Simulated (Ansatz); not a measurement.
# Ca on Ta(110): change of the work function

How does one ordered layer of Ca (hollow site) change the work function of Ta(110), and what dipole does each adsorbate carry?

Main program and level: Ansatz 0.2.0; plane-wave DFT, PBE, Ansatz PAW.

**1. Starting point**

The cell holds 4 atoms: 4 Ta. Its edges and angles: a = 2.867 Å, b = 2.867 Å, c = 25.022 Å, α = 90.0°, β = 90.0°, γ = 70.5°. Vacuum lies along c.

**2. The clean slab**

The bare slab comes first, as the zero from which every change is counted. The two lowest layers are held at bulk places and the upper ones relax. The dipole correction removes the false field that a one-sided slab makes across the periodic vacuum, so each face gets a flat vacuum level of its own.

input.yaml

```yaml
crystal:
  lattice:
    - [2.3405234457, -1.655, 0.0]
    - [2.3405234457, 1.655, 0.0]
    - [0.0, 0.0, 25.0215703372]
  atoms:
    - { symbol: Ta, position: [0.0, 0.0, 0.3596896549] }
    - { symbol: Ta, position: [0.5, 0.5, 0.453229885] }
    - { symbol: Ta, position: [0.0, 0.0, 0.546770115] }
    - { symbol: Ta, position: [0.5, 0.5, 0.6403103451] }
kpoints:
  mp_grid: { grid: [12, 12, 1] }
hamiltonian:
  xc: pbe
scf:
  occupations: { method: fermi_dirac, width: 0.1 }
  convergence: { dr2_threshold: 1.0e-08 }
efield:
  axis: 3
  dipole_correction: true
  ramp_position: 0.97
  ramp_width: 0.06
relax:
  f_tol: 0.02
  max_steps: 60
  constraints: [{ sites: [0, 1] }]
output:
  write_potential: true
  write_density: true
  volumetric_format: npy
```

Run with:

```sh
> ansatz run input.yaml --threads 4 --pin off --max-ram 6144MiB --backend cpu --events-out ev --progress --plain --runs-dir out
```

Numbers of over 12 decimals in the logs are rounded to 6 here.

What it wrote:

```text
Engine: ansatz 0.2.0, x86_64-unknown-linux-gnu
Pseudopotentials: kind: paw
Pseudopotential: Ta, paw, valence charge 13, recommended cutoff 420 eV (normal), Ta.paw.azcp
Functional definition: PBE
  parameter kappa = 0.804
  parameter beta = 0.066725
  exchange = pbe_x(kappa = kappa, mu = beta*pi^2/3)
  correlation = pbe_c(beta = beta)
Crystal: 4 atoms, lattice volume = 193.845 Å³
Basis set: ecut = 420 eV, 3793 PW (Γ), exchange–correlation on 40×40×360 points (8 copies of the dense FFT grid, shifted against one another)
Bands: 32, of which v1, the nominal top of the filled ones, is band 26 counted from 1 (25 counted from 0)
Symmetry: 4 space group operations
k-points: 43 of 144
Non-local potential: Ta, projectors of the file, l = 0: 3, l = 1: 2, l = 2: 2, l = 3: 1
PAW form: soft (Blöchl's): semilocal exchange-correlation on the pseudo side does not see the compensation charge
PAW one-centre angular grid: Ta, 590 points (default); XC on 64 Gauss nodes
Initial density: superposition of atomic densities (neutral atoms: chi_scale 0, normalization atom), corrected by the library's trained network
Initial wavefunctions: pseudopotential atomic-orbital guess
Functional: x = pbe(κ = 0.804, μ = 0.219515), c = pbe(β = 0.066725)
SCF iter   1: F=—  HF=-39726.805781 eV  |F-HF|=—  |Δ(HF+E_count)|=         —  Δρ=5.76e-3  dr2=1.31e0  ethr=1.77e-3  p=0.000 e·Å  D=1.48e-13 V/Å  ΔV_dip=-0.00 eV  dr2_dipole=3.97e-7  V_vac-E_F(+/−)=4.99/4.99 eV  ⟨swp⟩=7.2  Hψ=6700  notcnv=0
efield: sawtooth ramp at fractional position 0.9700 (set: `efield.ramp_position`, or a place that a band, a saddle search or an elastic batch's reference lends), width 0.0600; the density the first Hamiltonian is built on has a dipole p = 0.000 e·Å; the dipole correction subtracts the counter field D = 1.48e-13 V/Å, which shifts the + side's vacuum level by -0.00 eV against the − side's; the planar-averaged density in the ramp window peaks in size at 1.7e-5 e/Å³
preconditioner: auto → LDOS  [metal: Δε(μ)=0.027 eV  Ē_g=3.845 eV  σ=0.100 eV  W_gap=0.07  n_scr=16 (ndim 8)  ℏωp=11.9 eV  f_vac=0.544  D(μ)=5.69/eV (n_scr^D=18)  β→1.0]
SCF iter   2: F=—  HF=-39726.762829 eV  |F-HF|=—  |Δ(HF+E_count)|=   4.30e-2  Δρ=1.63e-3  dr2=8.36e-3  ethr=1.77e-3  p=0.000 e·Å  D=1.67e-5 V/Å  ΔV_dip=-0.00 eV  dr2_dipole=3.15e-7  V_vac-E_F(+/−)=4.81/4.81 eV  ⟨swp⟩=1.4  Hψ=1741  notcnv=0
SCF iter   3: F=—  HF=-39726.763829 eV  |F-HF|=—  |Δ(HF+E_count)|=   9.99e-4  Δρ=5.10e-4  dr2=2.77e-3  ethr=1.61e-5  p=0.000 e·Å  D=3.06e-6 V/Å  ΔV_dip=-0.00 eV  dr2_dipole=3.36e-9  V_vac-E_F(+/−)=4.83/4.83 eV  ⟨swp⟩=2.9  Hψ=2823  notcnv=0
SCF iter   4: F=—  HF=-39726.763794 eV  |F-HF|=—  |Δ(HF+E_count)|=   3.53e-5  Δρ=1.73e-4  dr2=1.10e-4  ethr=5.34e-6  p=0.000 e·Å  D=2.16e-6 V/Å  ΔV_dip=-0.00 eV  dr2_dipole=3.47e-12  V_vac-E_F(+/−)=4.82/4.82 eV  ⟨swp⟩=2.3  Hψ=2226  notcnv=0
SCF iter   5: F=—  HF=-39726.763803 eV  |F-HF|=—  |Δ(HF+E_count)|=   9.70e-6  Δρ=5.33e-5  dr2=4.45e-6  ethr=2.12e-7  p=0.000 e·Å  D=1.35e-6 V/Å  ΔV_dip=-0.00 eV  dr2_dipole=4.13e-11  V_vac-E_F(+/−)=4.81/4.81 eV  ⟨swp⟩=2.5  Hψ=2216  notcnv=0
SCF iter   6: F=—  HF=-39726.763676 eV  |F-HF|=—  |Δ(HF+E_count)|=   1.27e-4  Δρ=2.05e-5  dr2=1.62e-6  ethr=8.57e-9  p=0.000 e·Å  D=6.92e-7 V/Å  ΔV_dip=-0.00 eV  dr2_dipole=3.70e-13  V_vac-E_F(+/−)=4.81/4.81 eV  ⟨swp⟩=2.7  Hψ=2519  notcnv=0
SCF iter   7: F=—  HF=-39726.763677 eV  |F-HF|=—  |Δ(HF+E_count)|=   4.16e-7  Δρ=5.04e-6  dr2=4.42e-8  ethr=3.12e-9  p=0.000 e·Å  D=3.02e-7 V/Å  ΔV_dip=-0.00 eV  dr2_dipole=2.41e-12  V_vac-E_F(+/−)=4.81/4.81 eV  ⟨swp⟩=2.7  Hψ=2586  notcnv=0
SCF iter   8: F=-39726.763677 eV  HF=-39726.763677 eV  |F-HF|=1.95e-8  |Δ(HF+E_count)|=   7.50e-8  Δρ=1.58e-6  dr2=3.85e-9  ethr=1.92e-11  p=0.000 e·Å  D=1.31e-7 V/Å  ΔV_dip=-0.00 eV  dr2_dipole=1.16e-13  V_vac-E_F(+/−)=4.81/4.81 eV  ⟨swp⟩=10.9  Hψ=10426  notcnv=0
SCF 1 converged in 8 iterations: F = -39726.763677 eV  dr2 = 3.85e-9
  greatest PAW one-centre occupation: 0.999 electrons in one spin orbital (limit 2), on the Ta atom at site 0 (counted from 0), in its partial waves of l = 0
relax step   1: F+E_penalty+E_count = -39726.76367691 eV  Δ(F+E_penalty+E_count) = +0.000e0 eV  max|allowed force component| = 4.148e-1 eV/Å  Δτ_max = 0.0000 Å  (8 SCF iters, accepted)
Initial density: handed on by an earlier stage of this run
Initial wavefunctions: those handed on with the density
iter 1 solved again at ethr=2.39e-3 eV; its pass at ethr=3.10e-3 eV (dr2=1.24e0 eV) is discarded
SCF iter   1: F=—  HF=-39726.839724 eV  |F-HF|=—  |Δ(HF+E_count)|=         —  Δρ=9.90e-3  dr2=1.15e0  ethr=2.39e-3  p=0.000 e·Å  D=1.07e-6 V/Å  ΔV_dip=-0.00 eV  dr2_dipole=5.18e-3  V_vac-E_F(+/−)=4.85/4.85 eV  ⟨swp⟩=1.1  Hψ=5524  notcnv=0
efield: sawtooth ramp at fractional position 0.9700 (set: `efield.ramp_position`, or a place that a band, a saddle search or an elastic batch's reference lends), width 0.0600; the density the first Hamiltonian is built on has a dipole p = 0.000 e·Å; the dipole correction subtracts the counter field D = 1.07e-6 V/Å, which shifts the + side's vacuum level by -0.00 eV against the − side's; the planar-averaged density in the ramp window peaks in size at 9.3e-6 e/Å³
preconditioner: auto → LDOS  [metal: Δε(μ)=0.002 eV  Ē_g=3.957 eV  σ=0.100 eV  W_gap=0.00  n_scr=16 (ndim 8)  ℏωp=11.9 eV  f_vac=0.555  D(μ)=5.52/eV (n_scr^D=18)  β→1.0]
SCF iter   2: F=—  HF=-39726.769061 eV  |F-HF|=—  |Δ(HF+E_count)|=   7.07e-2  Δρ=5.59e-3  dr2=2.66e-1  ethr=2.21e-3  p=0.012 e·Å  D=1.12e-2 V/Å  ΔV_dip=-0.28 eV  dr2_dipole=6.71e-3  V_vac-E_F(+/−)=4.53/4.81 eV  ⟨swp⟩=3.0  Hψ=2184  notcnv=0
SCF iter   3: F=—  HF=-39726.745759 eV  |F-HF|=—  |Δ(HF+E_count)|=   2.33e-2  Δρ=1.82e-3  dr2=2.99e-2  ethr=5.11e-4  p=0.006 e·Å  D=5.53e-3 V/Å  ΔV_dip=-0.14 eV  dr2_dipole=1.11e-3  V_vac-E_F(+/−)=4.69/4.83 eV  ⟨swp⟩=3.1  Hψ=2953  notcnv=0
SCF iter   4: F=—  HF=-39726.742034 eV  |F-HF|=—  |Δ(HF+E_count)|=   3.73e-3  Δρ=4.37e-4  dr2=8.85e-4  ethr=5.74e-5  p=0.006 e·Å  D=5.97e-3 V/Å  ΔV_dip=-0.15 eV  dr2_dipole=2.49e-5  V_vac-E_F(+/−)=4.67/4.82 eV  ⟨swp⟩=2.3  Hψ=2120  notcnv=0
SCF iter   5: F=—  HF=-39726.742230 eV  |F-HF|=—  |Δ(HF+E_count)|=   1.97e-4  Δρ=1.47e-4  dr2=1.02e-4  ethr=1.70e-6  p=0.006 e·Å  D=5.82e-3 V/Å  ΔV_dip=-0.15 eV  dr2_dipole=1.04e-5  V_vac-E_F(+/−)=4.68/4.82 eV  ⟨swp⟩=2.2  Hψ=2055  notcnv=0
SCF iter   6: F=—  HF=-39726.742258 eV  |F-HF|=—  |Δ(HF+E_count)|=   2.78e-5  Δρ=4.67e-5  dr2=2.46e-5  ethr=1.96e-7  p=0.006 e·Å  D=5.53e-3 V/Å  ΔV_dip=-0.14 eV  dr2_dipole=6.37e-6  V_vac-E_F(+/−)=4.68/4.82 eV  ⟨swp⟩=2.4  Hψ=2093  notcnv=0
SCF iter   7: F=—  HF=-39726.742249 eV  |F-HF|=—  |Δ(HF+E_count)|=   9.06e-6  Δρ=1.67e-5  dr2=2.37e-6  ethr=4.73e-8  p=0.006 e·Å  D=5.42e-3 V/Å  ΔV_dip=-0.14 eV  dr2_dipole=1.75e-8  V_vac-E_F(+/−)=4.69/4.82 eV  ⟨swp⟩=2.3  Hψ=1815  notcnv=0
SCF iter   8: F=—  HF=-39726.742124 eV  |F-HF|=—  |Δ(HF+E_count)|=   1.25e-4  Δρ=4.56e-6  dr2=6.53e-8  ethr=4.55e-9  p=0.006 e·Å  D=5.34e-3 V/Å  ΔV_dip=-0.13 eV  dr2_dipole=2.51e-9  V_vac-E_F(+/−)=4.69/4.82 eV  ⟨swp⟩=2.0  Hψ=1829  notcnv=0
SCF iter   9: F=—  HF=-39726.742124 eV  |F-HF|=—  |Δ(HF+E_count)|=   6.06e-8  Δρ=1.58e-6  dr2=1.94e-8  ethr=1.92e-11  p=0.006 e·Å  D=5.32e-3 V/Å  ΔV_dip=-0.13 eV  dr2_dipole=5.13e-9  V_vac-E_F(+/−)=4.69/4.82 eV  ⟨swp⟩=11.3  Hψ=10969  notcnv=0
SCF iter  10: F=-39726.742124 eV  HF=-39726.742124 eV  |F-HF|=1.83e-9  |Δ(HF+E_count)|=   1.36e-8  Δρ=5.89e-7  dr2=1.35e-9  ethr=1.92e-11  p=0.006 e·Å  D=5.31e-3 V/Å  ΔV_dip=-0.13 eV  dr2_dipole=4.45e-10  V_vac-E_F(+/−)=4.69/4.82 eV  ⟨swp⟩=10.0  Hψ=9397  notcnv=0
SCF 2 converged in 10 iterations: F = -39726.742124 eV  dr2 = 1.35e-9
  greatest PAW one-centre occupation: 1.000 electrons in one spin orbital (limit 2), on the Ta atom at site 3 (counted from 0), in its partial waves of l = 0
relax step   2: F+E_penalty+E_count = -39726.74212440 eV  Δ(F+E_penalty+E_count) = +2.155e-2 eV  max|allowed force component| = 7.793e-1 eV/Å  Δτ_max = 0.1926 Å  (10 SCF iters, rejected (line search))
iter 1 solved again at ethr=8.38e-4 eV; its pass at ethr=3.10e-3 eV (dr2=4.36e-1 eV) is discarded
SCF iter   1: F=—  HF=-39726.815846 eV  |F-HF|=—  |Δ(HF+E_count)|=         —  Δρ=5.63e-3  dr2=4.24e-1  ethr=8.38e-4  p=0.006 e·Å  D=5.31e-3 V/Å  ΔV_dip=-0.13 eV  dr2_dipole=4.73e-3  V_vac-E_F(+/−)=4.67/4.80 eV  ⟨swp⟩=1.2  Hψ=4821  notcnv=0
efield: sawtooth ramp at fractional position 0.9700 (set: `efield.ramp_position`, or a place that a band, a saddle search or an elastic batch's reference lends), width 0.0600; the density the first Hamiltonian is built on has a dipole p = 0.006 e·Å; the dipole correction subtracts the counter field D = 5.31e-3 V/Å, which shifts the + side's vacuum level by -0.13 eV against the − side's; the planar-averaged density in the ramp window peaks in size at 5.6e-6 e/Å³
preconditioner: auto → LDOS  [metal: Δε(μ)=0.011 eV  Ē_g=3.847 eV  σ=0.100 eV  W_gap=0.03  n_scr=16 (ndim 8)  ℏωp=11.9 eV  f_vac=0.548  D(μ)=5.97/eV (n_scr^D=30)  β→1.0]
SCF iter   2: F=—  HF=-39726.790123 eV  |F-HF|=—  |Δ(HF+E_count)|=   2.57e-2  Δρ=3.00e-3  dr2=5.27e-2  ethr=8.15e-4  p=-0.002 e·Å  D=-1.66e-3 V/Å  ΔV_dip=0.04 eV  dr2_dipole=2.68e-3  V_vac-E_F(+/−)=4.86/4.82 eV  ⟨swp⟩=2.7  Hψ=2118  notcnv=0
SCF iter   3: F=—  HF=-39726.784844 eV  |F-HF|=—  |Δ(HF+E_count)|=   5.28e-3  Δρ=1.14e-3  dr2=1.41e-2  ethr=1.01e-4  p=0.002 e·Å  D=2.13e-3 V/Å  ΔV_dip=-0.05 eV  dr2_dipole=1.26e-3  V_vac-E_F(+/−)=4.77/4.82 eV  ⟨swp⟩=2.8  Hψ=2591  notcnv=0
SCF iter   4: F=—  HF=-39726.783327 eV  |F-HF|=—  |Δ(HF+E_count)|=   1.52e-3  Δρ=3.41e-4  dr2=1.45e-3  ethr=2.72e-5  p=0.002 e·Å  D=1.77e-3 V/Å  ΔV_dip=-0.04 eV  dr2_dipole=2.49e-4  V_vac-E_F(+/−)=4.77/4.82 eV  ⟨swp⟩=2.0  Hψ=1772  notcnv=0
SCF iter   5: F=—  HF=-39726.783267 eV  |F-HF|=—  |Δ(HF+E_count)|=   6.02e-5  Δρ=1.01e-4  dr2=7.32e-5  ethr=2.78e-6  p=0.002 e·Å  D=1.73e-3 V/Å  ΔV_dip=-0.04 eV  dr2_dipole=4.36e-6  V_vac-E_F(+/−)=4.77/4.82 eV  ⟨swp⟩=2.1  Hψ=1774  notcnv=0
SCF iter   6: F=—  HF=-39726.783246 eV  |F-HF|=—  |Δ(HF+E_count)|=   2.06e-5  Δρ=2.91e-5  dr2=2.16e-6  ethr=1.41e-7  p=0.002 e·Å  D=1.85e-3 V/Å  ΔV_dip=-0.05 eV  dr2_dipole=9.83e-8  V_vac-E_F(+/−)=4.77/4.82 eV  ⟨swp⟩=2.8  Hψ=2503  notcnv=0
SCF iter   7: F=—  HF=-39726.783127 eV  |F-HF|=—  |Δ(HF+E_count)|=   1.19e-4  Δρ=1.01e-5  dr2=3.49e-7  ethr=4.15e-9  p=0.002 e·Å  D=1.92e-3 V/Å  ΔV_dip=-0.05 eV  dr2_dipole=1.10e-8  V_vac-E_F(+/−)=4.77/4.82 eV  ⟨swp⟩=2.3  Hψ=2302  notcnv=0
SCF iter   8: F=—  HF=-39726.783127 eV  |F-HF|=—  |Δ(HF+E_count)|=   2.34e-7  Δρ=2.98e-6  dr2=4.09e-8  ethr=6.70e-10  p=0.002 e·Å  D=1.98e-3 V/Å  ΔV_dip=-0.05 eV  dr2_dipole=1.03e-10  V_vac-E_F(+/−)=4.77/4.82 eV  ⟨swp⟩=2.3  Hψ=2070  notcnv=0
SCF iter   9: F=-39726.783127 eV  HF=-39726.783127 eV  |F-HF|=3.33e-9  |Δ(HF+E_count)|=   3.84e-8  Δρ=1.03e-6  dr2=5.51e-9  ethr=1.92e-11  p=0.002 e·Å  D=1.99e-3 V/Å  ΔV_dip=-0.05 eV  dr2_dipole=6.08e-10  V_vac-E_F(+/−)=4.77/4.82 eV  ⟨swp⟩=10.8  Hψ=10451  notcnv=0
SCF 3 converged in 9 iterations: F = -39726.783127 eV  dr2 = 5.51e-9
relax step   3: F+E_penalty+E_count = -39726.78312741 eV  Δ(F+E_penalty+E_count) = -1.945e-2 eV  max|allowed force component| = 1.779e-2 eV/Å  Δτ_max = 0.0888 Å  (9 SCF iters, accepted)
NSCF: frozen V_eff on 43 k-points
the band table was solved once a step of the walk had ended and its energy, with any forces and stress, was formed, with the checks that follow a solve (7261 applications of the Hamiltonian). They found nothing against the state; the energy, forces and stress were not computed again (output.eigenvalues in the input reference)
WARN: The output density's exchange-correlation potential varies sharply where the density is thin. Do not read a vacuum level from v_tot or v_xc, or from such a field of the output density. On a cell that repeats whose density bears no net charge and no dipole along the vacuum's axis use v_es (v_loc + v_h of the components); under efield.dipole_correction with no amplitude use v_es + v_field, which holds any externa [...]
SCF converged after 9 iterations
Free energy (F): -39726.783127 eV
Harris-Foulkes:  -39726.783127 eV  (|F-HF|=3.33e-9)
Internal energy: -39726.594280 eV  (E = F + TS)
E sigma→0 (E₀):  -39726.688704 eV
Entropy (-TS):   -0.188848 eV (-47.212 meV/atom)
Fermi energy:    4.106388 eV
Dipole field:    D = 0.002028 V/Å  (p = 0.002172 e·Å, saw-weighted, corrected)
Work function:   Φ+ = 4.7668 eV   Φ− = 4.8176 eV
Levels:          The Fermi level and band energies are counted from a zero that moves with the ramp; work functions are not
--- Per-component energies (eV) ---
  E_band       = -1175.816872
  E_kinetic    = 1457.922002
  E_local      = -55624.544053  (includes V_loc(G=0)·N_el)
  E_nonlocal   = 59.651063
  E_hartree    = 27096.645873
  E_xc         = -870.143283
  E_vxc        = -811.251715  (∫ρ·V_xc dr)
  E_paw        = -33585.914433  (= ΣΔE_a)
  E_vpaw       = -450.895849  (= ΣTr[D̂ρ^β])
  E_aug_tail   = 0.000571  (compensation charges beyond the density's cutoff)
  E_efield     = 0.000002  (sawtooth field / dipole correction)
  E_vefield    = 0.002281  (∫n·V_field dr)
  E_ewald      = 21739.787978
  E_smearing   = -0.188848  (= −TS)
  E_closure    = 0.000000  (closes the sum)
  Σ components = -39726.783127   (vs F -39726.783127, Δ=0.00e0)
--- Forces (eV/Å), atoms counted from 1 ---
  atom   1  Ta     0.00000000     0.00000000     0.43128874
  atom   2  Ta     0.00000000     0.00000000    -0.43322346
  atom   3  Ta     0.00000000     0.00000000    -0.01585237
  atom   4  Ta     0.00000000     0.00000000     0.01778524
  max |Σ_I F_I| component: 1.84e-6 eV/Å
--- Band table (eV; the first three rows and the last of 43) ---
  k-point 0: bands = [... 22 lower, 3.5859, 3.8018, 3.9092, 4.4738, 4.5203, 4.6621, 5.1191, 5.3470, ... 2 higher]
  k-point 1: bands = [... 22 lower, 3.5025, 3.7840, 3.9078, 4.2606, 4.4534, 4.7338, 5.0508, 5.2065, ... 2 higher]
  k-point 2: bands = [... 22 lower, 3.3305, 3.6231, 3.8165, 3.9022, 4.1304, 4.4107, 5.2264, 5.4658, ... 2 higher]
  k-point 42: bands = [... 22 lower, 2.9030, 3.3565, 4.2352, 5.6752, 5.9858, 6.4812, 6.5254, 6.5718, ... 2 higher]
--- Relaxed structure (3 steps of the walk, 2 accepted, 0 SCFs on fresh bases) ---
  F+E_penalty+E_count = -39726.78312741 eV   max|allowed force component| = 1.779e-2 eV/Å
  atoms:
    - { symbol: Ta, position: [0.0, 0.0, 0.3596896549] }
    - { symbol: Ta, position: [0.5, 0.5, 0.453230] }
    - { symbol: Ta, position: [0.0, 0.0, 0.546866] }
    - { symbol: Ta, position: [0.5, 0.5, 0.636762] }
```

Wall time 8.7 s (4 threads of Intel Xeon 6975P-C (Granite Rapids), shared host); peak memory 0.62 GiB.

The steps of the relaxation:

```csv
step,energy less that of the first step (eV),largest force component (eV/Å)
1,0.0000,0.4148
2,0.0216,0.7793
3,-0.0194,0.0178
```

Relaxation step 2 was tried and not accepted.

The run keeps the 4 symmetry operations that it works with, so distortions that break them were not tested.

The atoms that moved most (Å):

```csv
atom,dx,dy,dz,length
Ta4,0.000,0.000,-0.089,0.089
```

Numbers from this step:

```yaml
energy_at_zero_smearing: -39726.6887 eV
work_function_upper_face: 4.767 eV
work_function_lower_face: 4.818 eV
dipole_along_the_normal: 0.002172 e·Å
step_between_the_vacuum_levels: -0.05074 eV
```

Running mean over 2.341 Å of the planar mean; the ramp of the sawtooth is left out. Electron's electrostatic potential energy less the Fermi level against z:

```csv
z (Å),electron's electrostatic potential energy less the Fermi level (eV)
3.5,4.82
4.0,4.82
4.5,4.81
5.0,4.80
5.5,4.76
6.0,4.62
6.5,4.21
7.0,2.96
7.5,-0.234
8.0,-5.19
8.5,-8.90
9.0,-10.1
9.5,-10.1
10.0,-10.0
10.5,-10.00
11.0,-9.98
11.5,-9.97
12.0,-9.96
12.5,-9.95
13.0,-9.96
13.5,-10.0
14.0,-10.3
14.5,-10.7
15.0,-10.9
15.5,-10.5
16.0,-10.1
16.5,-8.57
17.0,-4.55
17.5,0.305
18.0,3.18
18.5,4.25
19.0,4.60
19.5,4.72
20.0,4.75
20.5,4.76
21.0,4.77
21.5,4.77
```

The relaxation took 3 steps and lowered the energy by 0.019 eV; the largest force on the free atoms ends at 0.018 eV/Å.

The work function of the upper face is 4.77 eV.

(Part 1 of 3 ends here.)

[Logs are printed without paths, hosts, clocks, repeated set-up lines and the standing remarks that a program may print on its own settings, such as how far it seeks lower states.]

[Hosts, paths, dates, database ids (printed as entryN), source tags and the programs' standing remarks are cut or masked in the printed files.]

[Maps of the electrostatic potential energy from Ansatz leave out the sawtooth potential of an applied field or a dipole correction, so their vacuum need not be flat; planar profiles and work functions include it.]
